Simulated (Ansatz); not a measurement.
# CsSnI3 (P4/mbm): band gap by G0W0 on LDA, part 2 of 2

Aim: the quasiparticle gap of CsSnI3 (P4/mbm), starting from LDA.

Ansatz 0.2.0; LDA, then G0W0 on it, plane waves, PAW. Known limits of the many-body steps: finite bands, screening cutoff and k mesh; no spin-orbit coupling in G0W0; band order with spin-orbit coupling not checked; large ε∞ on the G0W0 mesh; screening cutoff under 40 eV in some runs.

So far. Step 2 (The LDA band structure): Over mesh and path the gap is 0.298 eV, direct, at k = (0.000, 0.000, 0.500).

In doubt: the program warns that the response may not be converged on this k-mesh (in some of the runs), which bears on dielectric and field responses; masses and optical values from hybrid runs of this build are listed as unsure (in some of the runs), which bears on the screening that GW takes from such a start.

## (3) One-shot GW

G0W0 replaces the xc potential by a self-energy built once from the orbitals of the start. Levels are corrected in the window of bands that the input names, at points of the mesh.

This step: G0W0 on LDA, plane waves, PAW.

Contents of input.yaml:

```yaml
crystal:
  lattice:
    - [8.7182, 0.0, 0.0]
    - [0.0, 8.7182, 0.0]
    - [0.0, 0.0, 6.1908]
  atoms:
    - { symbol: Cs, position: [0.5, 0.0, 0.0] }
    - { symbol: Cs, position: [0.0, 0.5, 0.0] }
    - { symbol: Sn, position: [0.0, 0.0, 0.5] }
    - { symbol: Sn, position: [0.5, 0.5, 0.5] }
    - { symbol: I, position: [0.0, 0.0, 0.0] }
    - { symbol: I, position: [0.5, 0.5, 0.0] }
    - { symbol: I, position: [0.7763, 0.2763, 0.5] }
    - { symbol: I, position: [0.7237, 0.7763, 0.5] }
    - { symbol: I, position: [0.2237, 0.7237, 0.5] }
    - { symbol: I, position: [0.2763, 0.2237, 0.5] }
kpoints:
  mp_grid: { grid: [2, 2, 2] }
hamiltonian:
  xc: lda
scf:
  occupations: { method: fixed }
gw:
  n_empty_bands: 1068
  ecut_chi: 100.0
  qp_bands: [v3, c3]
  qp_kpoints: band_edges
  screening: { model: contour_deformation }
```

Launch:

```
$ ansatz run input.yaml --threads 3 --pin off --max-ram 92160MiB --backend cuda --events-out ev --progress --plain --runs-dir out --devices 1 --max-vram 13GiB
```

Numbers of over 12 decimals in the logs are rounded to 6 here.

Output:

```text
GPUs: using 1 of 1 available (devices: 1).
[...]
GPU FFT provider: cuFFT
GPU libraries: cuBLAS 13.8.2, cuFFT 12.4.0, cuSOLVER 12.3.4
Crystal: 10 atoms, lattice volume = 470.544 Å³
Basis set: ecut = 420 eV, 9213 PW (Γ)
Bands: 89, of which v1, the nominal top of the filled ones, is band 74 counted from 1 (73 counted from 0)
Symmetry: 16 space group operations
[...]
k-points: 6 of 8
[...]
GPU buffer pool allocated for 162000 grid points (all kernels)
[...]
SCF iter   1: F=—  HF=-66912.263148 eV  |F-HF|=—  |Δ(HF+E_count)|=         —  Δρ=4.74e-3  dr2=7.13e-2  ethr=1.77e-3  ⟨swp⟩=5.2  Hψ=1804  notcnv=0  defer=75
[...]
SCF iter   8: F=-66912.238140 eV  HF=-66912.238140 eV  |F-HF|=4.45e-9  |Δ(HF+E_count)|=   2.12e-8  Δρ=1.46e-6  dr2=1.07e-8  ethr=6.76e-11  ⟨swp⟩=16.2  Hψ=2937  notcnv=0
SCF 1 converged in 8 iterations: F = -66912.238140 eV  dr2 = 1.07e-8
[...]
NSCF: frozen V_eff on 6 k-points
the band table was solved once the SCF had ended and its energy, with any forces and stress, was formed, with the checks that follow a solve (2323 applications of the Hamiltonian). They found nothing against the state; the energy, forces and stress were not computed again (output.eigenvalues in the input reference)
[...]
G₀W₀ screening: q 1/6
[... further progress lines ...]
SCF converged after 8 iterations
Free energy (F): -66912.238140 eV
[...]
Internal energy: -66912.238140 eV  (E = F + TS)
E sigma→0 (E₀):  -66912.238140 eV
Fermi energy:    5.047387 eV
[...]
--- Band table (eV; the first three rows and the last of 6) ---
  k-point 0: bands = [... 70 lower, 3.0170, 3.0170, 3.3361, 4.2525, 5.8172, 5.8172, 7.0882, 8.0542, ... 11 higher]
  k-point 1: bands = [... 70 lower, 3.4558, 3.4558, 3.6760, 5.0474, 5.3088, 5.3496, 5.3496, 6.0808, ... 11 higher]
  k-point 2: bands = [... 70 lower, 2.9986, 2.9986, 3.1410, 3.1410, 7.5847, 7.5847, 7.8019, 7.8019, ... 11 higher]
  k-point 5: bands = [... 70 lower, 3.4268, 3.4268, 4.3000, 4.3000, 5.7678, 5.7678, 5.7974, 5.7974, ... 11 higher]
--- G₀W₀: contour deformation, 8 samples at zero and on the imaginary axis and 1 off it, 8 q-points, 1068 empty bands' worth ---
  eigenvalues of the whole cell's RPA ε∞ on this k-mesh (on a slab, of 1 + 4πα/V) = 213.1921, 213.1921, 379.2392; static W/v taken at q = 0 is 0.003446
  gw.qp_kpoints: band_edges: 6 of 6 stored k-points solved, in 1 pass; an edge of the gap read off the rows below is read off those points alone
    ik  band        ε_KS         Σx   Σc(E_QP)       V_xc       Z   E_QP_lin       E_QP  E_QP is
     0    72      3.0170   -17.1186     2.2539   -14.3428  0.7078     2.4745     2.4951  root
     0    73      3.3361   -17.3289     2.2224   -14.5908  0.7112     2.8008     2.8204  root
     0    74      4.2525   -16.5293     0.7097   -15.7233  0.7323     4.1559     4.1563  root
     0    75      5.8172    -8.7732    -3.5330   -12.6429  0.7372     6.1598     6.1538  root
     0    76      5.8172    -8.7732    -3.5330   -12.6429  0.7372     6.1598     6.1538  root
     0    77      7.0882    -3.8804    -3.6607    -7.9165  0.7756     7.4716     7.4635  root
     1    72      3.4558   -17.4846     2.1882   -14.7639  0.7138     2.9025     2.9233  root
     1    73      3.6760   -17.3931     1.6783   -15.3885  0.7138     3.3433     3.3499  root
     1    74      5.0474   -16.6089     0.4363   -16.1306  0.7356     5.0054     5.0055  root
     1    75      5.3088    -7.8752    -3.8342   -12.1106  0.7333     5.7196     5.7100  root
     1    76      5.3496    -8.3344    -3.4721   -12.1471  0.7419     5.6962     5.6902  root
     1    77      5.3496    -8.3344    -3.4721   -12.1471  0.7419     5.6962     5.6902  root
     2    72      2.9986   -16.7528     2.0871   -14.1903  0.7081     2.5073     2.5231  root
     2    73      3.1410   -16.8596     2.0016   -14.4131  0.7103     2.6821     2.6962  root
     2    74      3.1410   -16.8596     2.0016   -14.4131  0.7103     2.6821     2.6962  root
     2    75      7.5847    -9.0375    -4.1496   -13.5518  0.6948     7.9490     7.9493  root
     2    76      7.5847    -9.0375    -4.1496   -13.5518  0.6948     7.9490     7.9493  root
     2    77      7.8019    -8.7349    -4.1536   -13.2894  0.7320     8.2076     8.2027  root
     3    72      3.2206   -17.1725     2.2630   -14.3627  0.7102     2.6508     2.6739  root
     3    73      3.8633   -16.7184     1.2619   -15.2348  0.7176     3.6390     3.6417  root
     3    74      3.8633   -16.7184     1.2619   -15.2348  0.7176     3.6390     3.6417  root
     3    75      5.7768    -8.4307    -3.9039   -12.7250  0.7239     6.1768     6.1672  root
     3    76      5.7768    -8.4307    -3.9039   -12.7250  0.7239     6.1768     6.1672  root
     3    77      7.3189    -9.1248    -4.0139   -13.5024  0.7121     7.6847     7.6826  root
     4    72      2.9167   -16.8065     2.2973   -13.9543  0.7067     2.3375     2.3618  root
     4    73      3.4747   -16.8803     1.2286   -15.4505  0.7217     3.2716     3.2734  root
     4    74      3.4747   -16.8803     1.2286   -15.4505  0.7217     3.2716     3.2734  root
     4    75      6.1139    -8.5187    -3.6446   -12.5170  0.7356     6.4746     6.4675  root
     4    76      6.1139    -8.5187    -3.6446   -12.5170  0.7356     6.4746     6.4675  root
     4    77      8.7418    -5.2806    -3.8996    -9.6514  0.7571     9.2279     9.2130  root
     5    72      3.4268   -17.3924     2.1856   -14.6746  0.7136     2.8738     2.8946  root
     5    73      4.3000   -16.7706     0.9537   -15.6575  0.7285     4.1394     4.1406  root
     5    74      4.3000   -16.7706     0.9537   -15.6575  0.7285     4.1394     4.1406  root
     5    75      5.7678    -8.3013    -3.9249   -12.6226  0.7245     6.1741     6.1643  root
     5    76      5.7678    -8.3013    -3.9249   -12.6226  0.7245     6.1741     6.1643  root
     5    77      5.7974    -8.7560    -3.5188   -12.6141  0.7374     6.1427     6.1366  root
```

It took 55 s on 1 × NVIDIA H100 80GB HBM3 (shared by 6 runs) with 3 threads of AMD EPYC 7R13 (Zen 3), shared host; peak memory 4 GiB.

Numbers from this step:

| Item | Value |
| --- | --- |
| bands summed | 1142 |
| RPA ε∞ on this mesh (eigenvalues) | 213.2, 213.2, 379.2 |
| plane waves in the screening matrix | 1051 |
| q-points in the mesh | 8 |
| G0W0 gap over the corrected points | 0.6847 eV |
| k of the valence top | 0, 0, -0.5 |
| k of the conduction bottom | 0, 0, -0.5 |
| starting gap on the mesh | 0.2614 eV |
| Z at the valence top | 0.7356 |
| Z at the conduction bottom | 0.7419 |
| least direct G0W0 gap over the corrected points | 0.6847 eV |

Over all 6 irreducible mesh points the G0W0 gap is 0.685 eV, direct, at k = (0.000, 0.000, -0.500). The LDA gap of this run on the mesh is 0.261 eV. Other states bound it: the two that bound the G0W0 gap lie 0.302 eV apart in LDA, so state for state the correction is 0.685 − 0.302 = +0.383 eV, while gap against gap it is 0.685 − 0.261 = +0.424 eV. The start of this run differs from the step before in mesh (4×4×4 and 2×2×2) and occupations.

Labels follow the order of the start: v1 is the top filled band, c1 the lowest empty one; levels that stay degenerate share a row, the window can cut a multiplet, doubted levels are not marked in this list, bands outside the window were not corrected, and the list may be a part of the corrected levels. The levels before and after the correction (eV, zero at the valence-band top of each column):

|  | conduction bottom | valence top |
| --- | --- | --- |
| Kohn-Sham | 0.26 | 0.00 |
| G0W0 | 0.68 | 0.00 |

|  | level | occupation | energy (eV) |
| --- | --- | --- | --- |
| Kohn-Sham | (0 0 -0.5) v3 | 2 | -1.592 |
| Kohn-Sham | (0 0 -0.5) v2 | 2 | -1.371 |
| Kohn-Sham | (0 0 -0.5) v1 | 2 | 0.000 |
| Kohn-Sham | (0 0 -0.5) c1 | 0 | 0.261 |
| Kohn-Sham | (0 0 -0.5) c2-c3 | 0 | 0.302 |
| G0W0 | (0 0 -0.5) v3 | 2 | -2.082 |
| G0W0 | (0 0 -0.5) v2 | 2 | -1.656 |
| G0W0 | (0 0 -0.5) v1 | 2 | 0.000 |
| G0W0 | (0 0 -0.5) c1 | 0 | 0.705 |
| G0W0 | (0 0 -0.5) c2-c3 | 0 | 0.685 |

The parts of the quasiparticle energy for the two states that bound the G0W0 gap, in eV on the run's own scale (QP = start + Σx + Σc − Vxc, with Σc at the quasiparticle energy):

| edge | k | band | start | Σx | Σc | Vxc | Z | QP |
| --- | --- | --- | --- | --- | --- | --- | --- | --- |
| valence top | (0.000, 0.000, -0.500) | 74 | 5.047 | −16.609 | 0.436 | −16.131 | 0.736 | 5.005 |
| conduction bottom | (0.000, 0.000, -0.500) | 76 | 5.350 | −8.334 | −3.472 | −12.147 | 0.742 | 5.690 |

## (4) Spin-orbit coupling

This run has two-component orbitals with spin-orbit coupling.

This step: DFT, LDA with spin-orbit coupling, plane waves, PAW.

input.yaml, the sections that differ from step 3:

```yaml
kpoints:
  mp_grid: { grid: [4, 4, 4] }
  band_path:
    path:
      - [0.0, 0.0, 0.0]
      - [0.0, 0.5, 0.0]
      - [0.5, 0.5, 0.0]
      - [0.0, 0.0, 0.5]
      - [0.0, 0.5, 0.5]
      - [0.5, 0.5, 0.5]
    npoints: 1
scf:
  occupations: { method: fermi_dirac, width: 0.02 }
  n_extra_bands: 14
magnetization:
  noncollinear: true
  spin_orbit: true
output:
  eigenvalues: true
  forces: true
  stress: true
# crystal, hamiltonian: as in step 3
# gw: removed
```

Output:

```text
[...]
GPUs: using 1 of 1 available (devices: 1).
[...]
non-collinear run that drives no moment, with spin-orbit: no starting moment large enough to seed its density (crystal.atoms[].spin), no starting occupations that ask for one, no magnetisation constraint and no magnetic field, so the semilocal B_xc is pinned to zero
[...]
GPU FFT provider: cuFFT
GPU libraries: cuBLAS 13.8.2, cuFFT 12.4.0, cuSOLVER 12.3.4
Crystal: 10 atoms, lattice volume = 470.544 Å³
Basis set: ecut = 420 eV, 9213 PW (Γ)
Bands: 162, of which v1, the nominal top of the filled ones, is band 148 counted from 1 (147 counted from 0)
Symmetry: 16 space group operations + 16 with time reversal
[...]
k-points: 18 of 64
Projection manifold: j_resolved (fully-relativistic pseudo-atomic orbitals)
[...]
GPU buffer pool allocated for 162000 grid points (all kernels)
[...]
SCF iter   1: F=—  HF=-66945.938470 eV  |F-HF|=—  |Δ(HF+E_count)|=         —  Δρ=2.41e-2  dr2=6.95e0  dr2_m=0.00e0 (ungated)  ethr=3.10e-3  |M|=0.00e0 ∫|m|=0.00e0 μB  |m|>n=0.0e0 m-floor=0.0e0 τ_xc=0.0e0  β_m=0.30  ⟨swp⟩=10.9  Hψ=9041  notcnv=0  defer=8
[...]
spin=Noncollinear: Resta preconditioning applied to the charge; magnetization (m_x, m_y, m_z) channels mix plain (no charge-response kernel on spin).
[...]
site 7: m = (+0.0000, +0.0000, +0.0000) μB, |m| = 0.0000 μB  (R = 1.28 Å)
  site 8: m = (+0.0000, +0.0000, +0.0000) μB, |m| = 0.0000 μB  (R = 1.28 Å)
  site 9: m = (+0.0000, +0.0000, +0.0000) μB, |m| = 0.0000 μB  (R = 1.28 Å)
Free energy (F): -66942.757304 eV
[...]
Internal energy: -66942.756822 eV  (E = F + TS)
E sigma→0 (E₀):  -66942.757063 eV
Entropy (-TS):   -0.000482 eV (-0.048 meV/atom)
Fermi energy:    5.115948 eV
[...]
--- Forces (eV/Å), atoms counted from 1 ---
  atom   1  Cs     0.00000000    -0.00000000    -0.00000000
  atom   2  Cs     0.00000000    -0.00000000     0.00000000
  atom   3  Sn    -0.00000000    -0.00000000     0.00000000
  atom   4  Sn     0.00000000     0.00000000    -0.00000000
  atom   5  I      0.00000000    -0.00000000     0.00000000
  atom   6  I      0.00000000    -0.00000000    -0.00000000
  atom   7  I      0.02302220     0.02302220    -0.00000000
  atom   8  I     -0.02302220     0.02302220     0.00000000
  atom   9  I     -0.02302220    -0.02302220     0.00000000
  atom  10  I      0.02302220    -0.02302220    -0.00000000
  max |Σ_I F_I| component: 6.94e-18 eV/Å
--- Stress (GPa, compression-positive) ---
       -1.346932       0.000000      -0.000000
        0.000000      -1.346932       0.000000
       -0.000000       0.000000      -1.097272
  P = ⅓ Tr σ = -1.2637 GPa (-12.637 kbar)
--- Band table (eV; the first three rows and the last of 18) ---
  k-point 0: bands = [... 144 lower, 3.3748, 3.3748, 4.3939, 4.3939, 5.6811, 5.6811, 6.0709, 6.0709, ... 10 higher]
  k-point 1: bands = [... 144 lower, 3.4892, 3.4892, 4.4857, 4.4857, 5.4933, 5.4933, 5.8523, 5.8523, ... 10 higher]
  k-point 2: bands = [... 144 lower, 3.7729, 3.7729, 5.0779, 5.0779, 5.1540, 5.1540, 5.5397, 5.5397, ... 10 higher]
  k-point 17: bands = [... 144 lower, 4.4018, 4.4018, 4.4018, 4.4018, 5.6545, 5.6545, 5.6545, 5.6545, ... 10 higher]
[key lines of the parts left out:]
SCF converged after 9 iterations
Magnetization: |M| = 0.0000 μB,  M = (+0.0000, +0.0000, +0.0000) μB
```

It took 14 s on 1 × NVIDIA H100 80GB HBM3 (shared by 6 runs) with 3 threads; peak memory 1.4 GiB.

Numbers from this step:

```
pressure             : -1.264 GPa
gap                  : 0.07618 eV
valence top at       : Z
conduction bottom at : Z
least direct gap     : 0.07618 eV
```

Over mesh and listed points the gap is 0.076 eV, direct, at k = (0.000, 0.000, 0.500). A gap this narrow can be one between bands that have crossed; their order was not checked. It is no wider than five times the smearing of 0.02 eV. LDA+SOC against LDA: 0.076 − 0.298 = −0.222 eV, with the same mesh, set of files (read in its fully relativistic form for the spin-orbit run) and cutoff, and both edges at the same k points. The spin-orbit run sees mesh and listed points alone, so its gap is an upper bound: the coupling can move an edge off these points, and the change over the zone, its sign included where it is small, is not known. The order of the bands was not checked, so with a gap cut this far they may have crossed.

## (5) The runs together

Each gap is the least one over the points named; times are wall times on shared hosts, not benchmarks. A G0W0 time includes the run's own self-consistent start. Runs with listed points see these and the mesh alone, so an edge that moves elsewhere is missed. Rows marked * are further runs, not shown as steps, whose inputs differ from the G0W0 step on the same start in the columns given; solver thresholds can differ too. Rows marked ? have an edge level that the program doubts. Symmetry makes (0.000, 0.000, 0.500) and (0.000, 0.000, -0.500) one point.

| level | mesh | files, cutoff | bands summed, screening | points | gap (eV) | valence top | conduction bottom | least direct gap (eV) | time |
| --- | --- | --- | --- | --- | --- | --- | --- | --- | --- |
| LDA | 4×4×4 | soft_2 PAW, 420 eV | - | mesh and path | 0.298 | (0.000, 0.000, 0.500) | (0.000, 0.000, 0.500) | 0.298 | 19 s |
| LDA+SOC | 4×4×4 | soft_2 PAW, 420 eV | - | mesh and listed points | 0.076 | (0.000, 0.000, 0.500) | (0.000, 0.000, 0.500) | 0.076 | 14 s |
| G0W0@LDA*? | 2×2×2 | soft_2 PAW, 420 eV | 249, 30 eV | all 6 irreducible mesh points | 0.297 | (0.000, 0.000, -0.500) | (0.000, 0.000, -0.500) | 0.297 | 16 s |
| G0W0@LDA* | 2×2×2 | soft_2 PAW, 420 eV | 570, 60 eV | all 6 irreducible mesh points | 0.534 | (0.000, 0.000, -0.500) | (0.000, 0.000, -0.500) | 0.534 | 34 s |
| G0W0@LDA | 2×2×2 | soft_2 PAW, 420 eV | 1142, 100 eV | all 6 irreducible mesh points | 0.685 | (0.000, 0.000, -0.500) | (0.000, 0.000, -0.500) | 0.685 | 55 s |
| G0W0@LDA* | 2×2×2 | soft_2 PAW, 420 eV | 1142, 100 eV, plasmon pole | all 6 irreducible mesh points | 0.636 | (0.000, 0.000, -0.500) | (0.000, 0.000, -0.500) | 0.636 | 59 s |

## (6) What came out

| Item | Value |
| --- | --- |
| LDA gap over mesh and path | 0.298 eV, direct, at k = (0.000, 0.000, 0.500) |
| G0W0@LDA gap over all 6 irreducible mesh points | 0.685 eV, direct, at k = (0.000, 0.000, -0.500) |
| LDA+SOC gap over mesh and listed points | 0.076 eV |
| GW settings | 2×2×2 mesh, 1068 empty bands, screening to 100 eV |
| known limits | finite bands, screening cutoff and k mesh; no spin-orbit coupling in G0W0; band order with spin-orbit coupling not checked; large ε∞ on the G0W0 mesh; screening cutoff under 40 eV in some runs |

In words: Over all 6 irreducible mesh points the G0W0 gap is 0.685 eV, direct, at k = (0.000, 0.000, -0.500). The LDA gap of this run on the mesh is 0.261 eV. Other states bound it: the two that bound the G0W0 gap lie 0.302 eV apart in LDA, so state for state the correction is 0.685 − 0.302 = +0.383 eV, while gap against gap it is 0.685 − 0.261 = +0.424 eV. The valence state moves by 5.005 − 5.047 = −0.042 eV and the conduction state by 5.690 − 5.350 = +0.340 eV, on the run's own scale; how far single levels stand from their limit in bands is not shown. Both edges that LDA shows over mesh and path lie at k points where levels were corrected. Levels at other points were not corrected, so a lower G0W0 gap elsewhere in the zone is not ruled out. From 249 bands and 30 eV to 1142 bands and 100 eV the gap moves by 0.685 − 0.297 = +0.388 eV (rung by rung 0.297, 0.534, 0.685 eV); bands and screening cutoff rise together, so their parts are not told apart. The states that bound the gap change along the series, so no limit is drawn and it is not known. With the plasmon pole model in place of the contour deformation model and all else as in the G0W0@LDA row with 1142 bands, the gap differs by 0.636 − 0.685 = −0.049 eV. G0W0 on other starts in this series, not shown as steps and not all at these settings: 0.802 eV on r2SCAN (2×2×2, soft_2 PAW, 1142 bands, 100 eV) and 0.897 eV on HSE06 (2×2×2, soft_2 PAW, 1142 bands, 100 eV). LDA+SOC against LDA: 0.076 − 0.298 = −0.222 eV, with the same mesh, set of files (read in its fully relativistic form for the spin-orbit run) and cutoff, and both edges at the same k points. The spin-orbit run sees mesh and listed points alone, so its gap is an upper bound: the coupling can move an edge off these points, and the change over the zone, its sign included where it is small, is not known. The order of the bands was not checked, so with a gap cut this far they may have crossed. What spin-orbit coupling does to the G0W0 levels was not computed, so no sum with the G0W0 gap is formed. The G0W0 runs are scalar-relativistic. With heavy atoms and a narrow start gap, spin-orbit coupling can change the order of the bands at the edges; the order was not checked, and the scalar-relativistic G0W0 gap may be a model value. The largest eigenvalue of the RPA ε∞ is large: 379 in G0W0@LDA (2×2×2, 1142 bands), 396 in G0W0@LDA (2×2×2, 249 bands), 380 in G0W0@LDA (2×2×2, 570 bands) and 379 in G0W0@LDA (2×2×2, 1142 bands). A perturbation-theory run of this series on LDA, not shown as a step (4×4×4 (response on 640 points) mesh, soft_2 PAW), gives 8.3 and 9.0 (stated error 9.4), so a mesh with so large a value overstates the long-range screening, which bears on the G0W0 gap by an amount not known here. No pair of G0W0 runs that differ in the mesh alone is shown (2×2×2 is a supercell whose nearest images lie 12 Å apart), so the error from the mesh is not known here. G0W0@LDA runs of this series with other atomic data on the same mesh, not shown as steps, give 0.728 eV (hard PAW, 640 eV, 1665 bands, screening to 130 eV); where bands and cutoffs differ too, the part of the files is not isolated. A screening cutoff under 40 eV is crude: G0W0@LDA with 249 bands at 30 eV.

[Paths, hosts, dates, memory and timing lines, banners, echoed tables and standing remarks are left out of the program output.]

[Logs are printed without paths, hosts, clocks, repeated set-up lines and the standing remarks that a program may print on its own settings, such as how far it seeks lower states.]

[Runs of the session that timed out or met a known fault of the program may be left out.]

[Cells called generated may have been cut or substituted from an entry of the Crystallography Open Database or the Materials Project.]

[Hosts, paths, dates, database ids (printed as entryN), source tags and the programs' standing remarks are cut or masked in the printed files.]

[Where an RPA ε∞ is given, it is that of the G0W0 mesh and is not shown converged in it. Names of k-points follow the symmetry that the program found, which can be lower than the space group named. Band edges on a path are those of the sampled points; other points can move an edge, and change direct to indirect where valleys lie close.]

[Hybrid gaps are those of their k-mesh and are not shown converged in it.]
